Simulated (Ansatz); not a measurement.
# (GaAs)1(ZnS)3 [001] superlattice, started as zinc blende: phonons and vibrational spectra

Aim: the vibrations of (GaAs)1(ZnS)3 [001] superlattice, started as zinc blende, their spectra, and whether the structure is stable.

Main program and level: Ansatz 0.2.0; DFT PBEsol, scalar-relativistic, plane waves, PAW.

The structure was built from a prototype and need not be the compound's stable phase.

### Step 1. Set-up

The structure is orthorhombic, space group Pmm2 (No. 25). The conventional cell has a = 3.868 Å, b = 3.868 Å, c = 10.940 Å, α = 90.00°, β = 90.00°, γ = 90.00°. Nearest to As lie 2 Ga at 2.37 Å and 2 Zn at 2.37 Å. Nearest to Ga lie 2 As at 2.37 Å and 2 S at 2.37 Å. S has 4 Zn at 2.37 Å nearest. Nearest to S lie 4 Zn at 2.37 Å. S has 2 Zn at 2.37 Å and 2 Ga at 2.37 Å nearest. Zn has 2 As at 2.37 Å and 2 S at 2.37 Å nearest. Farther neighbours and most contacts between anions are not listed.

### Step 2. Coarse relaxation

The start is far from rest, so a relaxation with loose tolerances brings it close first.

Input file input.yaml:

```yaml
crystal:
  lattice:
    - [2.735, 2.735, 0.0]
    - [-2.735, 2.735, 0.0]
    - [0.0, 0.0, 10.94]
  atoms:
    - { symbol: As, position: [0.5, 1.0, 0.125] }
    - { symbol: Ga, position: [0.0, 0.0, 0.0] }
    - { symbol: S, position: [0.0, 0.5, 0.375] }
    - { symbol: S, position: [0.5, 1.0, 0.625] }
    - { symbol: S, position: [0.0, 0.5, 0.875] }
    - { symbol: Zn, position: [0.5, 0.5, 0.25] }
    - { symbol: Zn, position: [0.0, 0.0, 0.5] }
    - { symbol: Zn, position: [0.5, 0.5, 0.75] }
kpoints:
  mp_grid: { grid: [6, 6, 2] }
hamiltonian:
  xc: pbesol
scf:
  occupations: { method: gaussian, width: 0.1 }
output:
  forces: true
  stress: true
  eigenvalues: true
relax:
  adjacent_minimum: "off"
  f_tol: 0.05
  max_steps: 80
  cell: { stress_tol: 0.5 }
```

The run is started by

```
> ansatz run input.yaml --threads 8 --pin off --max-ram 14336MiB --backend cpu --events-out ev --progress --plain --runs-dir out
```

Numbers of over 12 decimals in the logs are rounded to 6 here.

The program printed:

```text
The last accepted step is kept in <dir> (removed where the run ends without a failure and the disk answers)
Engine: ansatz 0.2.0, x86_64-unknown-linux-gnu
Pseudopotentials: kind: paw
Pseudopotential: As, paw, valence charge 15, recommended cutoff 420 eV (normal), As.paw.azcp
Pseudopotential: Ga, paw, valence charge 13, recommended cutoff 420 eV (normal), Ga.paw.azcp
[...]
- [2.736788, 2.736788, 0]
    - [-2.744821, 2.744821, 0]
    - [0, 0, 10.739980]
  atoms:
    - { symbol: As, position: [0.5, 1.0, 0.126972] }
    - { symbol: Ga, position: [0, 0, 0.000810695] }
    - { symbol: S, position: [0, 0.5, 0.382135] }
    - { symbol: S, position: [0.5, 1.0, 0.624671] }
    - { symbol: S, position: [0, 0.5, 0.866466] }
    - { symbol: Zn, position: [0.5, 0.5, 0.256346] }
    - { symbol: Zn, position: [0, 0, 0.500110] }
    - { symbol: Zn, position: [0.5, 0.5, 0.742489] }
[key lines of the parts left out:]
SCF converged after 4 iterations
Free energy (F): -21058.664162 eV
Fermi energy:    7.704007 eV
P = ⅓ Tr σ = 0.0210 GPa (0.210 kbar)
```

Wall time 12 s (8 threads of Intel Xeon Platinum 8375C at 2.90GHz (Ice Lake), shared host); peak memory 0.85 GiB.

The steps of the relaxation:

| step | energy less that of the first step (eV) | largest force component (eV/Å) | pressure (GPa) | volume (Å³) |
| --- | --- | --- | --- | --- |
| 1 | 0.0000 | 0.6930 | -0.87 | 163.67 |
| 2 | -0.0751 | 0.2007 | -0.43 | 162.37 |
| 3 | -0.0844 | 0.0202 | 0.02 | 161.36 |
| 4* | -0.0837 | 0.0203 | 0.02 | 161.36 |

Relaxation steps marked * repeat the geometry before them on a plane-wave basis chosen anew for their cell, so energy and pressure can jump there.

The run keeps the 4 symmetry operations that it works with, so distortions that break them were not tested.

```
conventional cell, symmetrised  before   after  change
                         a (Å)   3.868   3.870  +0.1 %
                         b (Å)   3.868   3.882  +0.4 %
                         c (Å)  10.940  10.740  -1.8 %
              volume (Å³/atom)   20.46   20.17  -1.4 %
```

The atoms that moved most (Å, as changes of fractional coordinates times the final cell):

| atom | dx | dy | dz | length |
| --- | --- | --- | --- | --- |
| S5 | 0.000 | 0.000 | -0.092 | 0.092 |
| Zn8 | 0.000 | 0.000 | -0.081 | 0.081 |
| S3 | 0.000 | 0.000 | 0.077 | 0.077 |
| Zn6 | 0.000 | 0.000 | 0.068 | 0.068 |
| As1 | 0.000 | 0.000 | 0.021 | 0.021 |
| Ga2 | 0.000 | 0.000 | 0.009 | 0.009 |

A gap read on the k-mesh alone can miss the band edges.

This step gave:

```yaml
pressure: 0.02102 GPa
volume_per_atom: 20.17 Å³
gap_on_the_k_mesh: 0.4674 eV
direct_gap_on_mesh: 0.7026 eV
```

In this step the volume went from 20.46 to 20.17 Å³/atom.

### Step 3. Bringing the structure to rest

The cell and atoms are relaxed, since residual forces and stress would shift the frequencies.

Input file input.yaml:

```yaml
crystal:
  lattice:
    - [2.7367881592, 2.7367881592, 0.0]
    - [-2.7448214471, 2.7448214471, 0.0]
    - [0.0, 0.0, 10.7399795524]
  atoms:
    - { symbol: As, position: [0.5, 1.0, 0.1269720693] }
    - { symbol: Ga, position: [0.0, 0.0, 0.0008106952] }
    - { symbol: S, position: [0.0, 0.5, 0.3821349928] }
    - { symbol: S, position: [0.5, 1.0, 0.6246713361] }
    - { symbol: S, position: [0.0, 0.5, 0.8664663994] }
    - { symbol: Zn, position: [0.5, 0.5, 0.2563458969] }
    - { symbol: Zn, position: [0.0, 0.0, 0.5001100337] }
    - { symbol: Zn, position: [0.5, 0.5, 0.7424885766] }
kpoints:
  mp_grid: { grid: [8, 8, 4] }
hamiltonian:
  xc: pbesol
scf:
  occupations: { method: gaussian, width: 0.02 }
output:
  forces: true
  stress: true
  eigenvalues: true
  write_density: true
  write_potential: true
  elf: true
  volumetric_format: npy
relax:
  adjacent_minimum: "off"
  f_tol: 0.005
  max_steps: 80
  cell: { stress_tol: 0.05 }
```

The program printed:

```text
[...]
Crystal: 8 atoms, lattice volume = 161.357 Å³
Basis set: ecut = 420 eV, 3147 PW (Γ), exchange–correlation on 54×54×144 points (8 copies of the dense FFT grid, shifted against one another)
Bands: 50, of which v1, the nominal top of the filled ones, is band 41 counted from 1 (40 counted from 0)
Symmetry: 4 space group operations
[...]
k-points: 75 of 256 (time reversal used)
[...]
SCF iter   1: F=—  HF=-21058.695122 eV  |F-HF|=—  |Δ(HF+E_count)|=         —  Δρ=5.03e-3  dr2=5.61e-2  ethr=1.77e-3  ⟨swp⟩=6.8  Hψ=15796  notcnv=0  defer=4
[...]
SCF iter   9: F=-21058.675692 eV  HF=-21058.675692 eV  |F-HF|=1.08e-8  |Δ(HF+E_count)|=   1.66e-7  Δρ=4.58e-6  dr2=3.52e-8  ethr=1.22e-10  ⟨swp⟩=11.2  Hψ=28080  notcnv=0
SCF 1 converged in 9 iterations: F = -21058.675692 eV  dr2 = 3.52e-8
[...]
relax step   1: F+E_penalty+E_count = -21058.67569179 eV  Δ(F+E_penalty+E_count) = +0.000e0 eV  max|allowed force component| = 1.919e-2 eV/Å  Δτ_max = 0.0000 Å  P = +0.020 GPa  Ω = 161.357 Å³  (9 SCF iters, dr2 threshold 1.00e-7 eV, accepted)
Crystal: 8 atoms, lattice volume = 161.389 Å³
Basis set: ecut = 420 eV, 3155 PW (Γ), exchange–correlation on 54×54×144 points (8 copies of the dense FFT grid, shifted against one another)
[...]
SCF iter   5: F=-21058.675725 eV  HF=-21058.675725 eV  |F-HF|=3.73e-9  |Δ(HF+E_count)|=   2.37e-9  Δρ=1.51e-6  dr2=5.84e-9  ethr=2.81e-11  ⟨swp⟩=7.1  Hψ=22440  notcnv=0
SCF 2 converged in 5 iterations: F = -21058.675725 eV  dr2 = 5.84e-9
relax step   2: F+E_penalty+E_count = -21058.67572476 eV  Δ(F+E_penalty+E_count) = -3.296e-5 eV  max|allowed force component| = 9.875e-3 eV/Å  Δτ_max = 0.0012 Å  P = +0.004 GPa  Ω = 161.389 Å³  energy of the carried Pulay correction = -1.032e-5 eV  (5 SCF iters, dr2 threshold 2.30e-8 eV, accepted)
Crystal: 8 atoms, lattice volume = 161.406 Å³
[...]
SCF iter   5: F=-21058.675729 eV  HF=-21058.675729 eV  |F-HF|=1.68e-9  |Δ(HF+E_count)|=   1.63e-9  Δρ=1.12e-6  dr2=2.38e-9  ethr=7.43e-12  ⟨swp⟩=7.1  Hψ=21300  notcnv=0
SCF 3 converged in 5 iterations: F = -21058.675729 eV  dr2 = 2.38e-9
relax step   3: F+E_penalty+E_count = -21058.67572850 eV  Δ(F+E_penalty+E_count) = -3.748e-6 eV  max|allowed force component| = 1.282e-3 eV/Å  Δτ_max = 0.0010 Å  P = -0.003 GPa  Ω = 161.406 Å³  energy of the carried Pulay correction = -1.599e-5 eV  (5 SCF iters, dr2 threshold 6.09e-9 eV, accepted)
[...]
SCF iter   5: F=-21058.675748 eV  HF=-21058.675748 eV  |F-HF|=3.64e-11  |Δ(HF+E_count)|=  2.18e-11  Δρ=1.60e-7  dr2=5.53e-11  ethr=1.00e-12  ⟨swp⟩=6.0  Hψ=17010  notcnv=0
SCF 4 converged in 5 iterations: F = -21058.675748 eV  dr2 = 5.53e-11
relax step   4: F+E_penalty+E_count = -21058.67574812 eV  Δ(F+E_penalty+E_count) = -1.961e-5 eV  max|allowed force component| = 1.286e-3 eV/Å  Δτ_max = 0.0000 Å  P = -0.003 GPa  Ω = 161.406 Å³  stress off target by 7.19e-3 GPa  SCF on the basis re-selected at this cell (its energy is not comparable with the rows above)  (5 SCF iters)
basis re-selected at this cell: Δ(F+E_penalty+E_count) = -1.961e-5 eV, ΔP = -0.000 GPa vs the last step (what re-selecting the basis moved, of the pressure what is left beyond the Pulay correction that the steps carried, after the strain that the cell walked since its last selection, with what the two solves' SCF thresholds leave and, on support functions, any second-order correction that the steps lacked; it is no m [...]
SCF converged after 5 iterations
Free energy (F): -21058.675748 eV
[...]
Internal energy: -21058.675748 eV  (E = F + TS)
E sigma→0 (E₀):  -21058.675748 eV
Fermi energy:    7.690782 eV
[...]
--- Forces (eV/Å), atoms counted from 1 ---
  atom   1  As    -0.00000000     0.00000000     0.00020455
  atom   2  Ga     0.00000000    -0.00000000    -0.00079290
  atom   3  S     -0.00000000    -0.00000000     0.00128580
  atom   4  S     -0.00000000    -0.00000000     0.00099623
  atom   5  S      0.00000000     0.00000000     0.00123487
  atom   6  Zn     0.00000000     0.00000000    -0.00109590
  atom   7  Zn     0.00000000     0.00000000    -0.00063778
  atom   8  Zn     0.00000000     0.00000000    -0.00119330
  max |Σ_I F_I| component: 1.56e-6 eV/Å
--- Stress (GPa, compression-positive) ---
       -0.003332       0.003859       0.000000
        0.003859      -0.003332       0.000000
        0.000000       0.000000      -0.003135
  P = ⅓ Tr σ = -0.0033 GPa (-0.033 kbar)
--- Band table (eV; the first three rows and the last of 75) ---
  k-point 0: bands = [... 37 lower, 5.3128, 6.4168, 6.6284, 7.2125, 7.9238, 9.0442, 9.4209, 10.0219, ... 5 higher]
  k-point 1: bands = [... 37 lower, 5.4945, 5.9583, 6.5425, 7.1624, 8.3210, 9.1005, 9.4225, 9.8710, ... 5 higher]
  k-point 2: bands = [... 37 lower, 5.4812, 5.6703, 6.4345, 7.1101, 8.6761, 9.1239, 9.5501, 9.8575, ... 5 higher]
  k-point 74: bands = [... 37 lower, 3.7586, 3.8013, 4.5735, 4.6945, 9.5984, 9.7803, 10.1515, 10.3363, ... 5 higher]
--- Relaxed structure (3 steps of the walk, 3 accepted, 1 SCFs on fresh bases) ---
[...]
cell:  # Å, volume = 161.4061 Å³
    - [2.735790, 2.735790, 1.430985761005405e-19]
    - [-2.745457, 2.745457, -2.343696264998856e-19]
    - [7.393034562947103e-19, -1.7774162107155238e-19, 10.744657]
  atoms:
    - { symbol: As, position: [0.500000, 1.0, 0.127049] }
    - { symbol: Ga, position: [0, 0, 0.000771254] }
    - { symbol: S, position: [0, 0.5, 0.382210] }
    - { symbol: S, position: [0.500000, 1.0, 0.624747] }
    - { symbol: S, position: [0, 0.5, 0.866507] }
    - { symbol: Zn, position: [0.5, 0.5, 0.256436] }
    - { symbol: Zn, position: [0, 0, 0.499910] }
    - { symbol: Zn, position: [0.5, 0.5, 0.742370] }
```

It took 22 s on 8 threads; peak memory 1.1 GiB; 2.8 min of CPU time.

Little changed from the start: no atom moved by 0.005 Å and no cell edge by 0.1 %.

Numbers from this step:

| Property | Result |
| --- | --- |
| pressure | -0.003266 GPa |
| gap on the k-mesh | 0.4665 eV |
| volume per atom | 20.18 Å³ |
| direct gap on mesh | 0.7016 eV |

Electrostatic potential energy in the ac plane at fractional y = 0.000, with atoms of As and Ga and S and Zn within 0.2 Å of it. With pseudopotentials it is smooth inside the atoms' cores, unlike the true potential.

Ten even steps from '_' (-31 eV) to '@' (11 eV), each cell a mean:
```
----==**%%@@@@@@@@@@%%++----
==++**%%@@@@@@@@@@@@%%##**++
%%%%%%@@@@@@@@@@@@@@@@@@%%%%
@@@@@@@@@@@@@@@@@@@@@@@@@@@@
@@@@@@@@@@@@@@@@@@@@@@@@@@@@
@@@@@@@@@@@@@@@@@@@@@@@@@@@@
@@@@@@@@@@%%####%%%%@@@@@@@@
@@@@@@@@##--....::++%%@@@@@@
@@@@@@%%==__..::__..**%%@@@@
####%%%%++..______::**%%%%##
..::==####**==--==##%%**--::
____..++%%@@@@%%@@%%%%==____
____::**%%@@@@@@@@@@%%++..__
====**%%@@@@@@@@@@@@@@%%**==
%%%%@@@@@@@@@@@@@@@@@@@@@@%%
@@@@@@@@@@@@@@@@@@@@@@@@@@@@
@@@@@@@@@@@@@@@@@@@@@@@@@@@@
@@@@@@@@@@@@@@@@@@@@@@@@@@@@
@@@@@@@@%%####**##%%@@@@@@@@
@@@@@@%%**++**##**++##%%@@@@
@@@@%%##++##@@@@@@**++%%@@@@
####%%##++**%%@@%%++**######
--==++####**++++++**##**==--
------++%%%%%%%%%%%%##==----
```
Columns run along a (3.9 Å; values clipped at the 3rd and 97th percentile), rows up along c (10.7 Å). Atoms in or near the plane, at fractional coordinates: As at (0.50, 0.13), Ga at (0.00, 0.00), S at (0.50, 0.62), Zn at (0.00, 0.50).

ELF in the ac plane at fractional y = 0.000, with atoms of As and Ga and S and Zn within 0.2 Å of it. It is the smooth field of the valence electrons, not physical close to the nuclei.

Values, 24 rows by 14 columns, each cell a mean:
```
0.05 0.08 0.20 0.28 0.35 0.40 0.35 0.33 0.37 0.40 0.32 0.26 0.15 0.06
0.18 0.20 0.21 0.21 0.21 0.16 0.11 0.09 0.12 0.18 0.21 0.21 0.21 0.19
0.17 0.16 0.15 0.12 0.07 0.04 0.02 0.02 0.03 0.05 0.09 0.13 0.15 0.17
0.08 0.08 0.06 0.04 0.02 0.02 0.02 0.02 0.02 0.02 0.03 0.04 0.06 0.08
0.02 0.02 0.02 0.02 0.03 0.05 0.08 0.09 0.07 0.05 0.03 0.02 0.02 0.02
0.01 0.01 0.03 0.08 0.18 0.31 0.40 0.43 0.39 0.27 0.15 0.06 0.02 0.01
0.02 0.04 0.14 0.34 0.54 0.69 0.76 0.77 0.75 0.65 0.49 0.27 0.09 0.03
0.05 0.12 0.37 0.62 0.75 0.78 0.72 0.68 0.74 0.78 0.73 0.56 0.27 0.09
0.12 0.21 0.51 0.76 0.82 0.63 0.20 0.06 0.30 0.74 0.82 0.70 0.39 0.18
0.16 0.18 0.36 0.69 0.86 0.79 0.49 0.32 0.57 0.85 0.84 0.60 0.27 0.17
0.07 0.10 0.18 0.35 0.67 0.85 0.84 0.82 0.85 0.82 0.58 0.28 0.14 0.09
0.00 0.01 0.09 0.18 0.30 0.54 0.65 0.68 0.64 0.46 0.25 0.16 0.05 0.00
0.01 0.03 0.13 0.18 0.16 0.18 0.20 0.22 0.19 0.17 0.17 0.18 0.09 0.02
0.14 0.16 0.18 0.16 0.12 0.07 0.04 0.03 0.05 0.08 0.13 0.17 0.18 0.15
0.15 0.14 0.13 0.10 0.06 0.03 0.02 0.01 0.02 0.04 0.07 0.11 0.13 0.14
0.07 0.07 0.05 0.04 0.03 0.02 0.02 0.03 0.02 0.02 0.03 0.04 0.06 0.07
0.02 0.02 0.02 0.03 0.05 0.10 0.13 0.15 0.13 0.08 0.04 0.03 0.02 0.02
0.01 0.02 0.05 0.12 0.25 0.39 0.47 0.49 0.45 0.34 0.21 0.09 0.03 0.02
0.02 0.05 0.16 0.35 0.52 0.62 0.65 0.66 0.65 0.59 0.48 0.30 0.11 0.04
0.07 0.13 0.33 0.51 0.59 0.58 0.50 0.45 0.52 0.60 0.57 0.47 0.26 0.11
0.21 0.30 0.51 0.61 0.59 0.39 0.19 0.20 0.22 0.48 0.61 0.59 0.44 0.27
0.28 0.34 0.53 0.69 0.68 0.49 0.29 0.23 0.32 0.57 0.70 0.66 0.46 0.32
0.15 0.20 0.34 0.56 0.72 0.68 0.58 0.54 0.60 0.71 0.69 0.49 0.28 0.18
0.19 0.05 0.18 0.35 0.55 0.66 0.60 0.57 0.62 0.65 0.49 0.31 0.12 0.05
```
Columns run along a (3.9 Å), rows up along c (10.7 Å). Atoms in or near the plane, at fractional coordinates: As at (0.50, 0.13), Ga at (0.00, 0.00), S at (0.50, 0.62), Zn at (0.00, 0.50).

Valence density in the ac plane at fractional y = 0.000, with atoms of As and Ga and S and Zn within 0.2 Å of it. It is the smooth field of the valence electrons, not physical close to the nuclei.

Ten steps, logarithmic in the rise over the least value, from '0' (0 e/Å³) to '9' (36 e/Å³), each cell a mean:
```
86310000001147
22100000000012
00000000000000
00000000000000
00000000000000
00000000000000
00000111110000
00011222221000
00012221222100
11112322222111
54211222221124
97411111111258
86310000000247
22100000000012
00000000000000
00000000000000
00000000000000
00000000000000
00000111110000
00011355421000
00113689852100
11112578642111
54222233221234
98421111111258
```
Columns run along a (3.9 Å), rows up along c (10.7 Å). Atoms in or near the plane, at fractional coordinates: As at (0.50, 0.13), Ga at (0.00, 0.00), S at (0.50, 0.62), Zn at (0.00, 0.50).

In this step the volume went from 20.17 to 20.18 Å³/atom.

(Part 1 of 2 ends here.)

[Logs are printed without paths, hosts, clocks, repeated set-up lines and the standing remarks that a program may print on its own settings, such as how far it seeks lower states.]

[Hosts, paths, dates, database ids (printed as entryN), source tags and the programs' standing remarks are cut or masked in the printed files.]
